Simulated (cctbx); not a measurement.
**Resonant diffraction in Lu2MgMnCrS2O6**

Space group C2 (no. 5), a = 6.9660 Å, b = 15.2990 Å, c = 5.3570 Å, α = 90.00°, β = 129.24°, γ = 90.00°.

```
atom  mult.       x       y       z  Ueq (Å²)
 Lu1      2       0  0.6694     1/2    0.0190
 Lu2      2     1/2  0.8453       0    0.0148
 Mn1      2     1/2  0.6829     1/2    0.0269
 Cr1      2       0  0.8183       0    0.0242
  S1      4  0.7570  0.7836  0.5109    0.0270
 Mg1      2     1/2  0.5151       0    0.0331
  O1      4  0.2640  0.7214  0.0420    0.0418
  O2      4  0.8020  0.9107  0.9954    0.0360
  O3      4  0.3333  0.5976  0.5764    0.0346
```

The model was made for the exercise: a known structure type with other elements put in, its volume estimated, not relaxed; displacement parameters are assumed.

Calculated with cctbx: free-atom f′ and f″ from the Sasaki tables, no fine structure; amplitudes in electrons.

How do |F(hkl)| and |F(−h−k−l)| change across the Cr K edge?

```text
E (eV)    f'(Cr)   f''           |F|2 2 0        |F|0 0 1        |F|0 4 1        |F|0 0 2
   5389   -2.13   0.55       73.2/  75.6      7.7/   7.7    168.5/ 173.3    344.9/ 344.9
   5739   -2.94   0.49       71.5/  74.0      8.5/   8.5    165.9/ 170.1    341.8/ 341.8
   5869   -3.67   0.47       70.3/  73.0      9.5/   9.5    164.0/ 168.0    339.7/ 339.7
   5929   -4.39   0.46       69.3/  72.2     10.7/  10.7    162.4/ 166.3    338.1/ 338.1
   5959   -5.11   0.46       68.4/  71.6     12.0/  12.0    160.9/ 164.8    336.6/ 336.6
   5974   -5.85   0.46       67.5/  71.0     13.3/  13.3    159.5/ 163.3    335.2/ 335.2
   5981   -6.50   0.46       66.7/  70.6     14.6/  14.6    158.3/ 162.1    334.0/ 334.0
   5985   -7.20   0.46       65.9/  70.1     15.9/  15.9    157.0/ 160.7    332.7/ 332.7
   5993   -7.52   3.97       60.4/  76.1     16.7/  16.7    157.7/ 160.9    332.8/ 332.8
   5997   -6.64   3.96       61.4/  76.6     15.0/  15.0    159.3/ 162.5    334.3/ 334.3
   6004   -5.89   3.96       62.3/  77.0     13.6/  13.6    160.6/ 163.9    335.6/ 335.6
   6019   -5.07   3.94       63.3/  77.4     12.0/  12.0    162.0/ 165.3    337.0/ 337.0
   6049   -4.25   3.90       64.2/  77.8     10.4/  10.4    163.3/ 166.6    338.2/ 338.2
   6139   -3.15   3.79       65.4/  77.9      8.1/   8.1    164.8/ 168.0    339.5/ 339.5
   6389   -2.00   3.54       65.8/  76.6      4.7/   4.7    164.7/ 167.5    338.8/ 338.8
```

The edge is at 5989 eV. f′ of Cr falls from -3.7 e at 5869 eV to -7.2 e at 4 eV below it, and f″ steps from 0.46 to 3.96 e across it. Over that approach |F| changes by -6 % (2 2 0), +67 % (0 0 1), -4 % (0 4 1) and -2 % (0 0 2): a reflection falls where Cr scatters in phase with the total and rises where it scatters against it; it hardly moves where the Cr term is small or cancels by symmetry or lies in quadrature to the total. The f″ term interferes with the normal scattering with opposite sign for the two Friedel mates. The largest Friedel difference in the scan is 23.0 % of the mean (2 2 0, at 5993 eV).

[Logs are printed without paths, hosts, clocks, repeated set-up lines and the standing remarks that a program may print on its own settings, such as how far it seeks lower states.]
